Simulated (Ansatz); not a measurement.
# Work function of Li by crystal face

How much does the work function of Li differ between its low-index faces, and does the functional change the order?

How it was computed: Ansatz 0.2.0, plane waves with PAW datasets (its set soft_2) at their recommended cutoffs; symmetric slabs of 7 layers (11 for bcc (111)) cut at the tabulated experimental lattice constant, atoms at bulk places, 18 Å of vacuum, k-spacing 0.16 Å⁻¹ (2π included), Fermi-Dirac smearing of 0.1 eV, SCF threshold 1e-9 eV; spin-polarised where the metal is Fe, Co or Ni. The work function is the vacuum level less the Fermi level; differences are formed before rounding.

What came out:

```
 face  atoms per nm²  LDA (eV)  PBEsol (eV)  r2SCAN (eV)  PBE (eV)  RPBE (eV)  PBE, relaxed (eV)
(110)           11.6      3.34         3.28         3.26      3.25       3.21               3.20
(100)            8.2      3.12         3.06         3.03      3.04       2.99               3.01
(111)            4.7      2.97         2.91         2.86      2.89       2.84               2.78
```

**Reading.** With PBE the work function runs from 3.25 eV on (110) to 2.89 eV on (111). It falls with the atom density, as Smoluchowski smoothing would have it: on an open face electrons flow from the ridges into the troughs, which weakens the surface dipole. All functionals in the table give the same order. LDA lies 0.08 to 0.09 eV above PBE. Relaxing all layers with PBE (forces under 0.01 eV/Å) moves the values by −0.11 to −0.03 eV.

**Limits.** Slabs this thin leave size errors that can reach a tenth of an eV or more. The functionals share one unrelaxed geometry at the tabulated experimental lattice constant; the relaxed column keeps that in-plane lattice, which is not PBE's own.

[Logs are printed without paths, hosts, clocks, repeated set-up lines and the standing remarks that a program may print on its own settings, such as how far it seeks lower states.]
